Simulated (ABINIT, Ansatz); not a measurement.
# A GW chain in ABINIT: BaIBr (Pnma), part 2 of 2

Aim: the G0W0 gap of BaIBr (Pnma) on PBEsol, step by step.

ABINIT 10.8.3; PBEsol and many-body steps on it, plane waves. Known limits of the many-body steps: not at the basis limit; no spin-orbit coupling; coarse k mesh.

So far. Step 2 (Ground state): The gap is direct, at Γ. Step 3 (Empty states on the mesh, 2×2×1 mesh, 459 bands): On this mesh the gap is 3.423 eV.

### Step 4. Screening, 2×2×1 mesh, 419 bands, screening to 149.7 eV

The RPA dielectric matrix is built and inverted for each q.

This step: RPA screening on PBEsol, plane waves, norm-conserving pseudopotentials.

Contents of run.abi:

```
acell 3*1.0 Angstrom
rprim 
  8.814460390000 0.000000000000 0.000000000000
  0.000000000000 5.124291030000 0.000000000000
  0.000000000000 0.000000000000 10.191678390000
ntypat 3
znucl 56 53 35
natom 12
typat 1 1 1 1 2 2 2 2 3 3 3 3
xred 
  0.728824540000 0.250000000000 0.375137030000
  0.271175460000 0.750000000000 0.624862970000
  0.771175460000 0.750000000000 0.875137030000
  0.228824540000 0.250000000000 0.124862970000
  0.471610560000 0.250000000000 0.831776550000
  0.528389440000 0.750000000000 0.168223450000
  0.028389440000 0.750000000000 0.331776550000
  0.971610560000 0.250000000000 0.668223450000
  0.856471900000 0.250000000000 0.066685850000
  0.143528100000 0.750000000000 0.933314150000
  0.643528100000 0.750000000000 0.566685850000
  0.356471900000 0.250000000000 0.433314150000
pp_dirpath "pseudos"
pseudos "Ba.upf, I.upf, Br.upf"
ecut 31
ngkpt 2 2 1
nshiftk 1
shiftk 0 0 0
kptopt 1
chksymbreak 0
istwfk *1
occopt 1
irdwfk 1
optdriver 3
nband 419
ecuteps 5.5
inclvkb 2
awtr 1
symchi 1
indata_prefix "in"
outdata_prefix "out"
tmpdata_prefix "tmp"
```

Started as:

```sh
$ OMP_NUM_THREADS=1 mpirun -n 8 abinit run.abi > log
```

Numbers of over 12 decimals in the logs are rounded to 6 here.

Log:

```text
.Version 10.8.3 of ABINIT. v10.8.2 released Aug 2026.

 Symmetries : space group Pn m a (# 62); Bravais oP (primitive ortho.)
[... echo of the input left out ...]
== DATASET  1 ==================================================================
-   mpi_nproc: 8, omp_nthreads: 1 (-1 if OMP is not activated)

--- !DatasetInfo
iteration_state: {dtset: 1, }
dimensions: {natom: 12, nkpt: 4, mband: 419, nsppol: 1, nspinor: 1, nspden: 1, mpw: 25646, }
cutoff_energies: {ecut:  31.0, pawecutdg:  -1.0, }
electrons: {nelect:   9.60000000E+01, charge:   0.00000000E+00, occopt:   1.00000000E+00, tsmear:   1.00000000E-02, }

 SCREENING: Calculation of the susceptibility and dielectric matrices

 Based on a program developped by R.W. Godby, V. Olevano, G. Onida, and L. Reining.
 Incorporated in ABINIT by V. Olevano, G.-M. Rignanese, and M. Torrent.
.Using double precision arithmetic ; gwpc =  8

[... cell and pseudopotentials left out ...]
--------------------------------------------------------------------------------

 ==== K-mesh for the wavefunctions ====
 Number of points in the irreducible wedge :     4
[... list of points left out ...]
 Together with  8 symmetry operations and time-reversal symmetry
 yields     4 points in the full Brillouin Zone.

 ==== Q-mesh for the screening function ====
 Number of points in the irreducible wedge :     4
[... list of points left out ...]
 Together with  8 symmetry operations and time-reversal symmetry
 yields     4 points in the full Brillouin Zone.

 setmesh: FFT mesh size selected  =    60x   36x   72
          total number of points  =       155520

 vcoul_init : cutoff-mode = AUXILIARY_FUNCTION
 q-points for optical limit:   1
     1)      0.000010    0.000020    0.000030

- screening: taking advantage of time-reversal symmetry
- Maximum band index for partially occupied states nbvw = 48
- Remaining bands to be divided among processors   nbcw = 371
- Number of bands treated by each node ~46

 Number of electrons calculated from density =   96.0000; Expected =   96.0000
 average of density, n =  0.030903
 r_s =    1.9768
 omega_plasma =   16.9572 [eV]

 calculating chi0 at frequencies [eV] :
  1    0.000000E+00    0.000000E+00
  2    0.000000E+00    1.695725E+01

--------------------------------------------------------------------------------
  q-point number  1        q = ( 0.000000, 0.000000, 0.000000) [r.l.u.]
--------------------------------------------------------------------------------
[... chi0 elements left out ...]
 For q-point:  0.000010 0.000020 0.000030
  dielectric constant =   4.0959
  dielectric constant without local fields =   4.8467

  Average fulfillment of the sum rule on Im[epsilon] for q-point    1 :     88.78  [%]
[... wings left out ...]
  q-point number  2        q = ( 0.500000, 0.000000, 0.000000) [r.l.u.]
--------------------------------------------------------------------------------
[... chi0 elements left out ...]
  Average fulfillment of the sum rule on Im[epsilon] for q-point    2 :     93.30  [%]

 [... 2 further q-points ...]
```

Wall time 27 min (8 MPI ranks of Arm Neoverse N1, shared host); peak memory 13 GiB.

This step gave:

```yaml
eps_infinity_with_local_fields_on_this_mesh_along_the_program_s_q_direction: 4.096
the_same_without_local_fields: 4.847
plasma_frequency: 16.96 eV
plane_waves_in_the_screening_matrix: 1915
```

Local fields lower ε∞ by 15 %. On a Γ-centred mesh this coarse the value itself is usually too large, while a short band sum pulls it down.

### Step 5. Self-energy, 2×2×1 mesh, 419 bands, screening to 149.7 eV

The self-energy is evaluated for the states that the input lists, and the levels follow from it, in one-shot runs by the linearised quasiparticle equation.

This step: G0W0 on PBEsol, plane waves, norm-conserving pseudopotentials.

Changes to run.abi since step 4:

```diff
@@ -33,8 +33,16 @@
 irdwfk 1
-optdriver 3
+optdriver 4
 nband 419
+gwcalctyp 0
+ecutsigx 31
+symsigma 1
+nkptgw 1
+kptgw 
+  0.0000000000 0.0000000000 0.0000000000
+bdgw 
+  47 50
 ecuteps 5.5
-inclvkb 2
-awtr 1
-symchi 1
+irdscr 1
+ppmodel 1
+gwmem 00
 indata_prefix "in"
```

Log:

```text
.Version 10.8.3 of ABINIT. v10.8.2 released Aug 2026.

 Symmetries : space group Pn m a (# 62); Bravais oP (primitive ortho.)
[... echo of the input left out ...]
== DATASET  1 ==================================================================
-   mpi_nproc: 8, omp_nthreads: 1 (-1 if OMP is not activated)

--- !DatasetInfo
iteration_state: {dtset: 1, }
dimensions: {natom: 12, nkpt: 4, mband: 419, nsppol: 1, nspinor: 1, nspden: 1, mpw: 25646, }
cutoff_energies: {ecut:  31.0, pawecutdg:  -1.0, }
electrons: {nelect:   9.60000000E+01, charge:   0.00000000E+00, occopt:   1.00000000E+00, tsmear:   1.00000000E-02, }

 SIGMA: Calculation of the GW corrections

 Based on a program developped by R.W. Godby, V. Olevano, G. Onida, and L. Reining.
 Incorporated in ABINIT by V. Olevano, G.-M. Rignanese, and M. Torrent.
.Using double precision arithmetic ; gwpc =  8

[... cell and pseudopotentials left out ...]
--------------------------------------------------------------------------------

 ==== K-mesh for the wavefunctions ====
 Number of points in the irreducible wedge :     4
[... list of points left out ...]
 Together with  8 symmetry operations and time-reversal symmetry
 yields     4 points in the full Brillouin Zone.

 ==== Q-mesh for screening function ====
 Number of points in the irreducible wedge :     4
[... list of points left out ...]
 Together with  8 symmetry operations and time-reversal symmetry
 yields     4 points in the full Brillouin Zone.

 vcoul_init : cutoff-mode = AUXILIARY_FUNCTION
 q-points for optical limit:   1
     1)      0.000010    0.000020    0.000030
 setmesh: FFT mesh size selected  =    90x   50x  100
          total number of points  =       450000

 Number of electrons calculated from density =   96.0000; Expected =   96.0000
 average of density, n =  0.030903
 r_s =    1.9768
 omega_plasma =   16.9572 [eV]

 === KS Band Gaps ===
  >>>> For spin  1
   Minimum direct gap =   3.4236 [eV], located at k-point      :   0.0000  0.0000  0.0000
   Fundamental gap    =   3.4236 [eV], Top of valence bands at :   0.0000  0.0000  0.0000
                                       Bottom of conduction at :   0.0000  0.0000  0.0000
 SIGMA fundamental parameters:
 PLASMON POLE MODEL  1
 number of plane-waves for SigmaX                25569
 number of plane-waves for SigmaC and W           1915
 number of plane-waves for wavefunctions         25569
 number of bands                                   419
 number of independent spin polarizations            1
 number of spinorial components                      1
 number of k-points in IBZ                           4
 number of q-points in IBZ                           4
 number of symmetry operations                       8
 number of k-points in BZ                            4
 number of q-points in BZ                            4
 number of frequencies for dSigma/dE                 9
 frequency step for dSigma/dE [eV]                0.25
 number of omega for Sigma on real axis              0
 max omega for Sigma on real axis  [eV]           0.00
 zcut for avoiding poles [eV]                     0.10

 EPSILON^-1 parameters (SCR file):
 dimension of the eps^-1 matrix on file           1915
 dimension of the eps^-1 matrix used              1915
 number of plane-waves for wavefunctions         25569
 number of bands                                   419
 number of q-points in IBZ                           4
 number of frequencies                               2
 number of real frequencies                          1
 number of imag frequencies                          1

 matrix elements of self-energy operator (all in [eV])

 Perturbative Calculation

--- !SelfEnergy_ee
iteration_state: {dtset: 1, }
kpoint     : [   0.000,    0.000,    0.000, ]
spin       : 1
KS_gap     :    3.424
QP_gap     :    5.058
Delta_QP_KS:    1.634
data: !SigmaeeData |
     Band     E0 <VxcDFT>   SigX SigC(E0)      Z dSigC/dE  Sig(E)    E-E0       E
       47   2.175 -11.876 -14.652   1.846   0.809  -0.237 -12.628  -0.752   1.424
       48   2.303 -11.707 -14.544   1.867   0.814  -0.229 -12.496  -0.790   1.513
       49   5.726  -8.190  -4.046  -3.129   0.833  -0.201  -7.345   0.845   6.571
       50   6.287  -8.025  -3.732  -3.243   0.839  -0.191  -7.144   0.882   7.169

== END DATASET(S) ==============================================================
================================================================================

 -outvars: echo values of variables after computation  --------
           etotal      0.0000000000E+00
            nband         419
             nkpt           4
          spgroup          62
 [... the other variables as echoed above ...]

 Calculation completed.
```

Wall time 4.4 min (8 MPI ranks); peak memory 4.6 GiB.

Numbers from this step:

```yaml
g0w0_gap_on_the_points_computed: 5.058 eV
starting_gap_on_the_mesh: 3.423 eV
k_of_the_valence_top: 0, 0, 0
k_of_the_conduction_bottom: 0, 0, 0
z_at_the_valence_top: 0.814
z_at_the_conduction_bottom: 0.833
least_direct_g0w0_gap_on_the_computed_points: 5.058 eV
```

The gap on the mesh goes from 3.42 eV to 5.06 eV, a correction of +1.63 eV.

Limits: finite bands, cutoff and mesh; no spin-orbit coupling; coarse k mesh. v1 is the top filled band, c1 the lowest empty one. The levels before and after the correction (eV, zero at the valence-band top of each column):

```tsv
	conduction bottom	valence top
Kohn-Sham	3.42	0.00
G0W0	5.06	0.00
```

```tsv
	level	energy (eV)
Kohn-Sham	Γ v2	-0.128
Kohn-Sham	Γ v1	0.000
Kohn-Sham	Γ c1	3.423
Kohn-Sham	Γ c2	3.984
G0W0	Γ v2	-0.089
G0W0	Γ v1	0.000
G0W0	Γ c1	5.058
G0W0	Γ c2	5.656
```

### Step 6. Where the time went

Times are wall times on the hardware named with each run, good to a factor of about two.

```tsv
step	time	share	memory (GiB)
ground state	5.2 min	9 %	1.6
empty states on the mesh	19 min	34 %	1.7
screening	27 min	49 %	13
self-energy	4.4 min	8 %	4.6
```

### Step 7. Results

* PBEsol gap: 3.42 eV, direct
* G0W0 gap on the mesh: 5.06 eV
* GW settings: 2×2×1 mesh, 419 bands, screening to 149.7 eV, Godby-Needs plasmon pole
* known limits: not at the basis limit; no spin-orbit coupling; coarse k mesh

In words: G0W0 moves the gap on the mesh from 3.42 eV to 5.06 eV (+1.63 eV), with Z of 0.81 and 0.83 at the edges. Local fields lower the RPA ε∞ on this mesh from 4.85 to 4.10; a Γ-centred mesh this coarse tends to raise both, most where the direct gap is narrow, while a short band sum lowers them. Only 1 of the mesh's irreducible points was corrected, so a valley elsewhere could overtake. Bands and cutoff are finite, so the gap is not at the basis limit. The miss can reach some tenths of an eV and take either sign; the mesh is an error of its own. In the G0W0 run levels were corrected at 1 k point alone, so a gap called «on the mesh» is the least over those, and an edge elsewhere would be missed. The 2×2×1 mesh is coarse for this cell, which bears on the long-range parts of exchange and screening. The many-body steps are scalar-relativistic: spin-orbit coupling is not in them.

[Paths, hosts, dates, memory and timing lines, banners, echoed tables and standing remarks are left out of the program output.]

[Logs are printed without paths, hosts, clocks, repeated set-up lines and the standing remarks that a program may print on its own settings, such as how far it seeks lower states.]

[Runs of the session that timed out or met a known fault of the program may be left out.]

[Hosts, paths, dates, database ids (printed as entryN), source tags and the programs' standing remarks are cut or masked in the printed files.]

[G0W0 gaps are taken among the corrected bands and points alone; a level outside them can change the order at an edge.]

[Where Ansatz stands beside ABINIT at settings called matched, ABINIT's density can come from a denser mesh and the files from another edition; pairs whose starting gaps differed by over 0.03 eV were left out, so agreement reads better than it is.]
